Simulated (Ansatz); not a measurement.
**Tc of NiTe2 (P-3m1) from its phonons**

What Tc do the phonons of NiTe2 (P-3m1) give, and how does it depend on μ*? The cell shown first is a relaxed one, from steps not shown here.

Calculated with Ansatz 0.2.0; DFT PBEsol, scalar-relativistic, plane waves, PseudoDojo norm-conserving pseudopotentials, in the first sound run; inputs show where later runs differ.

Most raw output is cut from this account.

In doubt: the program doubts the meshes or the phonons of the coupling sums (step 4), which bears on λ, Tc and transport values.

## Step 1: The cell after earlier relaxation steps

Symmetry: P-3m1, No. 164, trigonal system. Conventional cell: a = 3.835 Å, b = 3.835 Å, c = 5.124 Å, α = 90.00°, β = 90.00°, γ = 120.00°. Ni has 6 Te at 2.56 Å nearest. Nearest to Te lie 3 Ni at 2.56 Å. Farther neighbours and most contacts between anions are not listed.

Coordinates:

```cif
data_structure
_symmetry_space_group_name_H-M 'P 1'
_symmetry_Int_Tables_number 1
_cell_length_a 3.8353
_cell_length_b 3.8353
_cell_length_c 5.1239
_cell_angle_alpha 90.000
_cell_angle_beta 90.000
_cell_angle_gamma 120.000
_cell_volume 65.27
loop_
_atom_site_label
_atom_site_type_symbol
_atom_site_fract_x
_atom_site_fract_y
_atom_site_fract_z
_atom_site_occupancy
Ni1 Ni 0.00000 0.00000 0.00000 1
Te2 Te 0.33333 0.66667 0.25191 1
Te3 Te 0.66667 0.33333 0.74809 1
```

## Step 2: Coupling and resistivity: PseudoDojo files

The run that gives the couplings also evaluates McMillan's and Allen and Dynes's formulas and, where asked, the Eliashberg equations, over a range of μ*.

File input.yaml:

```yaml
crystal:
  lattice:
    - [3.8352895977, 0.0, 0.0]
    - [-1.9176447988, 3.3214582225, 0.0]
    - [0.0, 0.0, 5.123891059]
  atoms:
    - { symbol: Ni, position: [0.0, 0.0, 0.0] }
    - { symbol: Te, position: [0.3333333333, 0.6666666667, 0.2519068179] }
    - { symbol: Te, position: [0.6666666667, 0.3333333333, 0.7480931821] }
kpoints:
  mp_grid: { grid: [6, 6, 4] }
hamiltonian:
  xc: pbesol
  pseudopotentials: { kind: nc, accuracy: standard }
scf:
  occupations: { method: methfessel_paxton, width: 0.2 }
output:
  eigenvalues: true
phonons:
  method: dfpt
  qmesh: [3, 3, 2]
  temperatures: { t_max: 1000, t_step: 50 }
  qpath:
    path:
      - [[0.0, 0.0, 0.0], [0.5, 0.0, 0.0], [0.33333333, 0.33333333, 0.0], [0.0, 0.0, 0.0], [0.0, 0.0, 0.5], [0.5, 0.0, 0.5], [0.33333333, 0.33333333, 0.5], [0.0, 0.0, 0.5]]
      - [[0.5, 0.0, 0.5], [0.5, 0.0, 0.0]]
      - [[0.33333333, 0.33333333, 0.5], [0.33333333, 0.33333333, 0.0]]
    npoints: 10
  electrical_resistivity:
    mesh: [12, 12, 8]
    temperatures: [20.0, 50.0, 80.0, 100.0, 150.0, 200.0, 273.0, 300.0, 400.0, 500.0, 600.0, 800.0]
  superconductivity: { mesh: [12, 12, 8], eliashberg_equations: false }
```

The run is started by

```
ansatz run input.yaml --threads 4 --pin off --max-ram 16384MiB --backend cpu --events-out ev --progress --plain --runs-dir out
```

It took 19 min on 4 threads of Arm Neoverse V2, shared host; peak memory 4.5 GiB; 74 min of CPU time.

This run has no spin polarisation, although Ni can carry a moment.

Numbers from this step:

```yaml
volume_per_atom: 21.76 Å³
metallic_on_mesh: yes
gap_on_the_k_mesh: 0 eV
zero_point_energy: 0.07585 eV/cell
share_of_imaginary_modes_in_the_plain_interpolation_between_solved_wavevectors: 0
highest_frequency_solved_or_plainly_interpolated: 226.6 cm⁻¹
debye_temperature_second_moment: 276 K
resistivity_at_300_k: 17.54 μΩ cm, mean of the axes
coupling_constant_lambda: 0.4469
density_of_states_at_the_fermi_level: 0.8027 states/eV a spin and cell
log_mean_phonon_energy_omega_log: 11.37 meV
transport_coupling_constant_lambda_tr: 0.462, 0.462, 0.4618 (xx, yy, zz)
drude_plasma_energy: 5.444, 5.444, 5.535 eV (xx, yy, zz)
resistivity_times_mean_free_path: 12.52, 12.52, 11.37 × 10⁻¹⁶ Ω m² (xx, yy, zz)
second_moment_phonon_energy_omega: 13.79 meV
```

Transition temperatures:

```csv
μ*,McMillan Tc (K),Allen–Dynes Tc (K)
0.08,1.4,1.43
0.1,0.986,1
0.12,0.654,0.666
0.13,0.518,0.527
0.14,0.402,0.408
0.16,0.222,0.226
0.2,0.0425,0.0431
```

## Step 3: Electron–phonon run: finite displacements

Finite displacements in a supercell are the other road to force constants and couplings; here with the base functional.

This step: DFT PBEsol, scalar-relativistic, plane waves, PAW (Ansatz 0.2.0).

Changes to input.yaml since step 2:

```diff
@@ -2,9 +2,9 @@
   lattice:
-    - [3.8352895977, 0.0, 0.0]
-    - [-1.9176447988, 3.3214582225, 0.0]
-    - [0.0, 0.0, 5.123891059]
+    - [3.8360012431, 0.0, 0.0]
+    - [-1.9180006216, 3.3220745255, 0.0]
+    - [0.0, 0.0, 5.1331934968]
   atoms:
     - { symbol: Ni, position: [0.0, 0.0, 0.0] }
-    - { symbol: Te, position: [0.3333333333, 0.6666666667, 0.2519068179] }
-    - { symbol: Te, position: [0.6666666667, 0.3333333333, 0.7480931821] }
+    - { symbol: Te, position: [0.3333333333, 0.6666666667, 0.2514715756] }
+    - { symbol: Te, position: [0.6666666667, 0.3333333333, 0.7485284244] }
 kpoints:
@@ -13,3 +13,2 @@
   xc: pbesol
-  pseudopotentials: { kind: nc, accuracy: standard }
 scf:
@@ -19,4 +18,4 @@
 phonons:
-  method: dfpt
-  qmesh: [3, 3, 2]
+  method: fd
+  supercell: [3, 3, 2]
   temperatures: { t_max: 1000, t_step: 50 }
```

Run time: 10 min. Hardware: 4 threads; peak memory 11 GiB.

Numbers from this step:

* volume per atom: 21.80 Å³
* zero point energy: 0.07606 eV/cell
* highest frequency, solved or plainly interpolated: 227.4 cm⁻¹
* Debye temperature (second moment): 277 K
* resistivity at 300 K: 17.75 μΩ cm, mean of the axes
* coupling constant λ: 0.4473
* density of states at the Fermi level: 0.8089 states/eV a spin and cell
* log mean phonon energy ħω_log: 11.38 meV
* transport coupling constant λ_tr: 0.4633, 0.4633, 0.4621 (xx, yy, zz)
* Drude plasma energy: 5.402, 5.402, 5.504 eV (xx, yy, zz)
* resistivity times mean free path: 12.64, 12.64, 11.39 × 10⁻¹⁶ Ω m² (xx, yy, zz)
* second-moment phonon energy ħω₂: 13.86 meV

Transition temperatures:

```csv
μ*,McMillan Tc (K),Allen–Dynes Tc (K)
0.08,1.4,1.43
0.1,0.99,1.01
0.12,0.658,0.669
0.13,0.521,0.53
0.14,0.404,0.411
0.16,0.224,0.227
0.2,0.043,0.0436
```

## Step 4: Electron–phonon run: r2SCAN at its own relaxed cell

The functional sets the lattice constant, the bands and the force constants.

This step: DFT r2SCAN, scalar-relativistic, plane waves, PAW (Ansatz 0.2.0).

Changes to input.yaml since step 3:

```diff
@@ -2,9 +2,9 @@
   lattice:
-    - [3.8360012431, 0.0, 0.0]
-    - [-1.9180006216, 3.3220745255, 0.0]
-    - [0.0, 0.0, 5.1331934968]
+    - [3.8657754271, 0.0, 0.0]
+    - [-1.9328877136, 3.3478597252, 0.0]
+    - [0.0, 0.0, 5.3917984757]
   atoms:
     - { symbol: Ni, position: [0.0, 0.0, 0.0] }
-    - { symbol: Te, position: [0.3333333333, 0.6666666667, 0.2514715756] }
-    - { symbol: Te, position: [0.6666666667, 0.3333333333, 0.7485284244] }
+    - { symbol: Te, position: [0.3333333333, 0.6666666667, 0.2407952328] }
+    - { symbol: Te, position: [0.6666666667, 0.3333333333, 0.7592047672] }
 kpoints:
@@ -12,3 +12,3 @@
 hamiltonian:
-  xc: pbesol
+  xc: r2scan
 scf:
@@ -18,4 +18,4 @@
 phonons:
-  method: fd
-  supercell: [3, 3, 2]
+  method: dfpt
+  qmesh: [3, 3, 2]
   temperatures: { t_max: 1000, t_step: 50 }
```

Run time: 25 min. Hardware: 4 threads; peak memory 9.8 GiB.

Numbers from this step:

```yaml
volume_per_atom: 23.26 Å³
zero_point_energy: 0.07410 eV/cell
share_of_imaginary_modes_in_the_plain_interpolation_between_solved_wavevectors: 0.002
highest_frequency_solved_or_plainly_interpolated: 225.6 cm⁻¹
debye_temperature_second_moment: 273 K
resistivity_at_300_k: 25.67 μΩ cm, mean of the axes
coupling_constant_lambda: 0.4733
density_of_states_at_the_fermi_level: 0.7332 states/eV a spin and cell
log_mean_phonon_energy_omega_log: 9.845 meV
transport_coupling_constant_lambda_tr: 0.4978, 0.4978, 0.4897 (xx, yy, zz)
drude_plasma_energy: 4.717, 4.717, 4.785 eV (xx, yy, zz)
resistivity_times_mean_free_path: 15.26, 15.26, 14.39 × 10⁻¹⁶ Ω m² (xx, yy, zz)
second_moment_phonon_energy_omega: 13.03 meV
```

Transition temperatures:

```csv
μ*,McMillan Tc (K),Allen–Dynes Tc (K)
0.08,1.51,1.55
0.1,1.11,1.13
0.12,0.771,0.786
0.13,0.628,0.64
0.14,0.503,0.512
0.16,0.302,0.307
0.2,0.0756,0.0766
```

The Eliashberg function α²F has structure finer than the step of the table below, so its rows give means over 1 meV, whole bins alone (the curve runs from 0.11 to 27.9 meV). Peaks (meV: height): α²F 9.1: 0.219, 11.3: 0.429, 14.8: 0.337, 16.5: 0.249, 25.1: 0.272, 27.3: 0.541; α²F tr 9.1: 0.258, 11.3: 0.405, 14.8: 0.350, 16.5: 0.272, 25.1: 0.313, 27.3: 0.613.

The Eliashberg function α²F by phonon energy; means over each step:

```csv
phonon energy (meV),α²F,α²F tr
1,0.00262,0.00203
2,0.00952,0.00813
3,0.0189,0.0193
4,0.0329,0.0339
5,0.0576,0.0622
6,0.0632,0.0693
7,0.0725,0.0787
8,0.107,0.114
9,0.177,0.202
10,0.186,0.209
11,0.378,0.362
12,0.286,0.288
13,0.158,0.171
14,0.108,0.105
15,0.238,0.240
16,0.0976,0.106
17,0.131,0.142
18,0.0206,0.0192
19,0.00549,0.00348
20,0,0
21,0,0
22,0,0
23,0,0
24,0,0
25,0.115,0.129
26,0.0766,0.0826
27,0.310,0.350
```

The Eliashberg function α²F has structure finer than the step of the table below, so its rows give means over 1 meV, whole bins alone (the curve runs from 0.11 to 27.9 meV). Peaks (meV: height): α²F 9.1: 0.219, 11.3: 0.429, 14.8: 0.337, 16.5: 0.249, 25.1: 0.272, 27.3: 0.541; Ni 25.1: 0.227, 27.3: 0.476; Te 9.1: 0.196, 11.3: 0.417, 14.8: 0.315, 16.5: 0.248, 27.3: 0.0644.

Eliashberg function α²F against phonon energy; means over each step:

```csv
phonon energy (meV),α²F,Ni,Te
1,0.00262,4.8e-4,0.00214
2,0.00952,0.00171,0.00781
3,0.0189,0.00329,0.0156
4,0.0329,0.00559,0.0273
5,0.0576,0.00959,0.0480
6,0.0632,0.0100,0.0532
7,0.0725,0.0108,0.0617
8,0.107,0.0152,0.0923
9,0.177,0.0200,0.157
10,0.186,0.0139,0.172
11,0.378,0.0121,0.366
12,0.286,0.00756,0.278
13,0.158,0.00414,0.154
14,0.108,0.00442,0.104
15,0.238,0.0142,0.224
16,0.0976,0.00214,0.0955
17,0.131,7.3e-4,0.130
18,0.0206,3.2e-5,0.0206
19,0.00549,0,0.00549
20,0,0,0
21,0,0,0
22,0,0,0
23,0,0,0
24,0,0,0
25,0.115,0.0963,0.0190
26,0.0766,0.0637,0.0130
27,0.310,0.275,0.0352
```

## Step 5: Outcome

| Item | Value |
| --- | --- |
| meshes | q 3×3×2, k 6×6×4, scattering 12×12×8 |
| coupling constant λ | 0.473 |
| log mean phonon energy ħω_log | 9.85 meV |
| Allen–Dynes Tc at μ* = 0.1 | 1.13 K |
| Allen–Dynes Tc at μ* = 0.13 | 0.64 K |

**Reading.** In the last run (r2SCAN, q 3×3×2, k 6×6×4, scattering 12×12×8), with λ = 0.47 and ħω_log = 9.85 meV, Tc at μ* = 0.13 is 0.63 K by McMillan's formula and 0.64 K by Allen and Dynes's. Raising μ* from 0.10 to 0.16 lowers the Allen–Dynes value from 1.1 to 0.31 K. By the run's own test λ is not converged in the fine mesh: it moves by 7 % between the two finest, and by up to 18 % in the other runs. The run's transport test calls it not converged in the mesh; ρ(300 K) moves by 30 % in the component that moves most. In 1 of the runs shown, the last among them, the interpolated phonons dip below zero somewhere, which the program warns of. The runs are not spin-polarised; where the real material orders magnetically, these values do not describe it. These meshes are coarse. Over the runs, λ takes the values 0.447, 0.447 and 0.473, in the order shown. μ* is a typed number, phonons are harmonic, and spin fluctuations are left out; at μ* = 0.13 McMillan's formula turns 1 % in λ into about 5.5 % in Tc.

[Logs are printed without paths, hosts, clocks, repeated set-up lines and the standing remarks that a program may print on its own settings, such as how far it seeks lower states.]

[Hosts, paths, dates, database ids (printed as entryN), source tags and the programs' standing remarks are cut or masked in the printed files.]
